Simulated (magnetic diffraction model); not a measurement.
## Which magnetic order? Li₂V₃S₃F₅

Space group P1 (no. 1), a = 6.3500 Å, b = 6.5020 Å, c = 6.6120 Å, α = 60.66°, β = 62.28°, γ = 60.98°.

| site | atom | x | y | z |
| --- | --- | --- | --- | --- |
| 1a | V | 0.3671 | 0.3686 | 0.8753 |
| 1a | V | 0.8561 | 0.3832 | 0.3599 |
| 1a | V | 0.3723 | 0.3983 | 0.3802 |
| 1a | S | 0.6092 | 0.1638 | 0.6260 |
| 1a | S | 0.1451 | 0.5760 | 0.1418 |
| 1a | S | 0.6432 | 0.5882 | 0.1405 |
| 1a | F | 0.1421 | 0.6013 | 0.6243 |
| 1a | F | 0.6267 | 0.6003 | 0.6290 |
| 1a | F | 0.1136 | 0.1677 | 0.6072 |
| 1a | F | 0.1194 | 0.1375 | 0.1300 |
| 1a | F | 0.6136 | 0.1462 | 0.1284 |
| 1a | Li | 0.7434 | 0.7636 | 0.7586 |
| 1a | Li | 0.9997 | 0.9856 | 0.0064 |

The compound is invented for this exercise: a known structure type with other elements, its cell scaled to their sizes and not relaxed.

Only V is taken to order (form factors of V3+); orders and moment sizes are assumed, and not adapted to the symmetry. Radiation: neutrons of λ = 1.909 Å, 3° to 30°; isotropic B of 0.6 Å² (V), 0.67 Å² (S), 0.77 Å² (F) and 1.29 Å² (Li). The intensities are simulated: I ∝ L Σ (|F_N|² + |F_M⊥|²) for unpolarised neutrons, with F_M = 2.695 fm/μB × Σ f(s) S exp(2πi Q·r) exp(−B s²) at Q = H ± k (one set where k and −k are equivalent), only the part normal to Q counting and L = 1/(sin²θ cos θ). For collinear order S is the moment m, which repeats by lattice and centring translations R with the sign exp(−2πi k·R). Form factors are spin-only for 3d ions and dipole or tabulated for f ions, scattering lengths are Sears's of 1992, and absorption is left out. A label names one of the reflections at its angle. The strongest nuclear line in the range is 100, and lines under 0.2 are left out.

Above the ordering temperature:

```csv
2θ (°),index,I
19.98,(0 0 1),30.2
20.58,(0 1 0),100.0
20.75,(1 0 0),20.8
20.99,(1 1 1),19.0
23.32,(0 1 1),84.6
23.91,(1 1 0),10.7
24.19,(1 0 1),9.7
```

Below it (cell unchanged):

```csv
2θ (°),I
12.03,74.9
16.38,177.3
16.89,8.1
19.98,30.2
20.58,100.0
20.75,20.8
20.99,19.0
23.32,84.6
23.91,10.7
24.19,9.7
26.18,53.0
26.38,47.0
26.45,53.0
27.30,7.4
28.80,53.7
29.35,12.6
29.89,29.7
29.95,2.0
```

**Question.** Find the propagation vector, then choose among these models:
A. collinear moments along [101], 1.75 μB on V; signs + at (0.3671, 0.3686, 0.8753), − at (0.8561, 0.3832, 0.3599), − at (0.3723, 0.3983, 0.3802)
B. collinear moments along [101], 1.75 μB on V; signs + at (0.3671, 0.3686, 0.8753), − at (0.8561, 0.3832, 0.3599), + at (0.3723, 0.3983, 0.3802)
C. collinear moments along [110], 1.75 μB on V; signs + at (0.3671, 0.3686, 0.8753), − at (0.8561, 0.3832, 0.3599), − at (0.3723, 0.3983, 0.3802)
D. collinear moments along [110], 1.75 μB on V; signs + at (0.3671, 0.3686, 0.8753), − at (0.8561, 0.3832, 0.3599), + at (0.3723, 0.3983, 0.3802)

The new lines index as (1/2 0 1/2) at 12.03°, (1/2 0 -1/2) at 16.38°, (1/2 1 1/2) at 16.89° and (1/2 1 3/2) at 26.18°, that is as H ± k with k = (1/2 0 1/2). Half indices mean that the moments reverse under translations with k·R a half-integer, and the magnetic cell has twice the primitive volume.

Magnetic intensity, observed (below minus above) and for each model:

| 2θ (°) | index | observed | A | B | C | D |
| --- | --- | --- | --- | --- | --- | --- |
| 12.03 | (1/2 0 1/2) | 74.9 | 29.4 | 21.1 | 74.9 | 53.8 |
| 16.38 | (1/2 0 -1/2) | 177.3 | 195.1 | 197.0 | 177.3 | 179.0 |
| 16.89 | (1/2 1 1/2) | 8.1 | 23.6 | 24.5 | 8.1 | 8.4 |
| 26.18 | (1/2 1 3/2) | 53.0 | 33.2 | 20.8 | 53.0 | 33.1 |
| 26.38 | (1/2 1 -1/2) | 47.0 | 69.3 | 55.8 | 47.0 | 37.9 |
| 26.45 | (-1/2 1 1/2) | 53.0 | 54.9 | 69.5 | 53.0 | 67.0 |
| 27.30 | (3/2 1 1/2) | 7.4 | 20.9 | 32.8 | 7.4 | 11.6 |
| 28.80 | (1/2 0 3/2) | 53.7 | 28.9 | 22.6 | 53.7 | 42.0 |

Model C matches.

The structure used: k = (1/2 0 1/2), collinear moments along [110], 1.75 μB on V; signs + at (0.3671, 0.3686, 0.8753), − at (0.8561, 0.3832, 0.3599), − at (0.3723, 0.3983, 0.3802).

[Logs are printed without paths, hosts, clocks, repeated set-up lines and the standing remarks that a program may print on its own settings, such as how far it seeks lower states.]
